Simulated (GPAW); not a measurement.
## ZnS (P6_3mc): refractive index against wavelength

The refractive index of ZnS (P6_3mc) along x below the direct gap (1.99 eV on the mesh) is read from one computed spectrum, n = √(Re ε). x, y and z are the Cartesian axes of the input cell.

Cell: a, b, c = 3.811, 3.811, 6.234 Å (primitive vectors), 4 atoms.

Method: GPAW 26.7.0, LDA, RPA, k-mesh 10×10×6, local fields up to 30 eV, Lorentzian half width 0.15 eV.

Launch of the response step: `OMP_NUM_THREADS=1 python df.py`. The run took 3.5 min, its band step included, on 1 thread of Arm Neoverse V1 (shared host).

```
wavelength (nm)  photon energy E (eV)       n
           3000                 0.413  2.4425
           2000                 0.620  2.4511
           1550                 0.800  2.4619
           1310                 0.946  2.4731
           1064                 1.165       ?
```

In the single-oscillator model n² − 1 = E₀E_d/(E₀² − E²), so 1/(n² − 1) = E₀/E_d − E²/(E₀E_d) is linear in E².

Working, on the rows shown:

| x = E² (eV²) | y = 1/(n² − 1) |
| --- | --- |
| 0.170801 | 0.201377 |
| 0.384302 | 0.199685 |
| 0.639837 | 0.197591 |
| 0.895757 | 0.195457 |

Means: x̄ = 0.52267, ȳ = 0.19853. Σ(x − x̄)(y − ȳ) = -0.002418, Σ(x − x̄)² = 0.2959. Slope = -0.002418 / 0.2959 = -0.008173; intercept = ȳ − slope · x̄ = 0.2028. Turned back into n, the line misses the rows shown by at most 0.00014.

Predict the last column of the withheld row from the fit.

At x = 1.3578 the line gives y = 0.1917, that is 2.4933. The run gave 2.4947, so the extrapolation is off by 0.0014, 3 % of the range in the table.

Refitted with all rows, the slope is -0.008377 and the intercept 0.20289. These give E₀ = √(intercept/−slope) = 4.92 eV and E_d = E₀/intercept = 24.3 eV; E₀ is 2.5 times the direct gap. The electronic limit at long wavelengths, without lattice vibrations, is n = √(1 + 1/intercept) = 2.435. The cell comes from an older database entry, whose edges can be off by a per cent or so. Excitons are left out; LDA gaps are as a rule too small. The values come from a sum over the points of one k-mesh and carry its error, which grows as the direct gap shrinks.

[Logs are printed without paths, hosts, clocks, repeated set-up lines and the standing remarks that a program may print on its own settings, such as how far it seeks lower states.]
